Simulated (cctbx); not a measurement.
**Diagnosing a refinement**

Cell a = 4.7590 Å, b = 7.8810 Å, c = 8.1250 Å, α = 90.00°, β = 90.00°, γ = 90.00°; space group Immm (no. 71).

Simulated single-crystal data (cctbx): Cu Kα, λ = 1.54184 Å, to d = 0.8 Å, 70 % of the full sphere, strongest reflection 5000 counts, noise from counting, a 3 % proportional error and a noise floor of 4 counts (s.d.); no absorption.

An anisotropic refinement with weights 1/σ² prints:

```text
Rint 0.041, 198 unique reflections to 0.80 A
cycle     R1     wR2    GooF  max shift (A)
   1  0.0263  0.0585   1.510   0.00101
   2  0.0189  0.0434   1.119   0.00000
final R1 0.0189 wR2 0.0434 GooF 1.119  parameters 25  data/parameter 7.9
atom        x        y        z      Ueq    occ   su(xyz)  su(Uiso or U11)
Dy1    0.00000  0.00000  0.00000   0.0064  1.000  0.00000  0.0004
Co1    0.50000  0.00000  0.75377   0.0087  1.000  0.00018  0.0008
Fe1    0.25000  0.25000  0.25000   0.0099  1.000  0.00000  0.0006
Cr1    0.00000  0.68066  0.50000   0.0086  1.000  0.00022  0.0007
Cr2    0.50000  0.15636  0.50000   0.0103  1.000  0.00021  0.0008
Fe2    0.00000  0.00000  0.33885   0.0109  1.000  0.00019  0.0008
difference map: max 0.94 min -1.21 rms 0.22
Q1    0.0000  0.0000  0.0899    4    0.96  0.73 A from Dy1
Q2    0.1858  0.5000  0.5000    4    0.94  1.50 A from Dy1
Q3    0.0000  0.5000  0.3838    4    0.84  1.06 A from Co1
Q4    0.0936  0.0000  0.2247    8    0.78  1.03 A from Fe2
Q5    0.2504  0.0000  0.1447    8    0.64  1.45 A from Co1
Q6    0.1703  0.5000  0.0000    4    0.62  1.47 A from Cr2
```

Q: Accept it or mend it, and why?

Mend it. The fault: wrong element: Fe2 is Cr. Against the right model at the same level, R1 goes from 0.0159 to 0.0189 and GooF from 0.94 to 1.12 and U of Fe2 swells from 0.0083 to 0.0109 Å². Fe2 has 2 electrons too many and its U swells to shed them, as expected (near an absorption edge f′ can widen the mismatch well beyond the difference in Z). The signs are weak, and the output alone doesn't single this fault out.

The compound is DyCr6Fe4Co2. The right model at the same level gives:

```text
Rint 0.041, 198 unique reflections to 0.80 A
cycle     R1     wR2    GooF  max shift (A)
   1  0.0192  0.0423   1.091   0.00048
   2  0.0159  0.0363   0.936   0.00000
final R1 0.0159 wR2 0.0363 GooF 0.936  parameters 25  data/parameter 7.9
atom        x        y        z      Ueq    occ   su(xyz)  su(Uiso or U11)
Dy1    0.00000  0.00000  0.00000   0.0068  1.000  0.00000  0.0003
Co1    0.50000  0.00000  0.75375   0.0089  1.000  0.00015  0.0006
Fe1    0.25000  0.25000  0.25000   0.0102  1.000  0.00000  0.0005
Cr1    0.00000  0.68064  0.50000   0.0088  1.000  0.00018  0.0006
Cr2    0.50000  0.15633  0.50000   0.0106  1.000  0.00017  0.0007
Cr3    0.00000  0.00000  0.33891   0.0083  1.000  0.00016  0.0006
difference map: max 1.12 min -0.68 rms 0.19
Q1    0.0000  0.5000  0.3909    4    1.12  1.11 A from Co1
Q2    0.1726  0.5000  0.5000    4    0.86  1.56 A from Dy1
Q3    0.0000  0.0000  0.0936    4    0.85  0.76 A from Dy1
Q4    0.1770  0.5000  0.0000    4    0.69  1.49 A from Cr2
Q5    0.0000  0.2031  0.5000    4    0.64  0.92 A from Cr1
Q6    0.0723  0.0000  0.2306    8    0.63  0.95 A from Cr3
```

The model is made up (kin elements in a known structure type, no relaxation), so it says nothing on whether the phase exists.

[Middle refinement cycles are left out of these outputs.]

[Logs are printed without paths, hosts, clocks, repeated set-up lines and the standing remarks that a program may print on its own settings, such as how far it seeks lower states.]
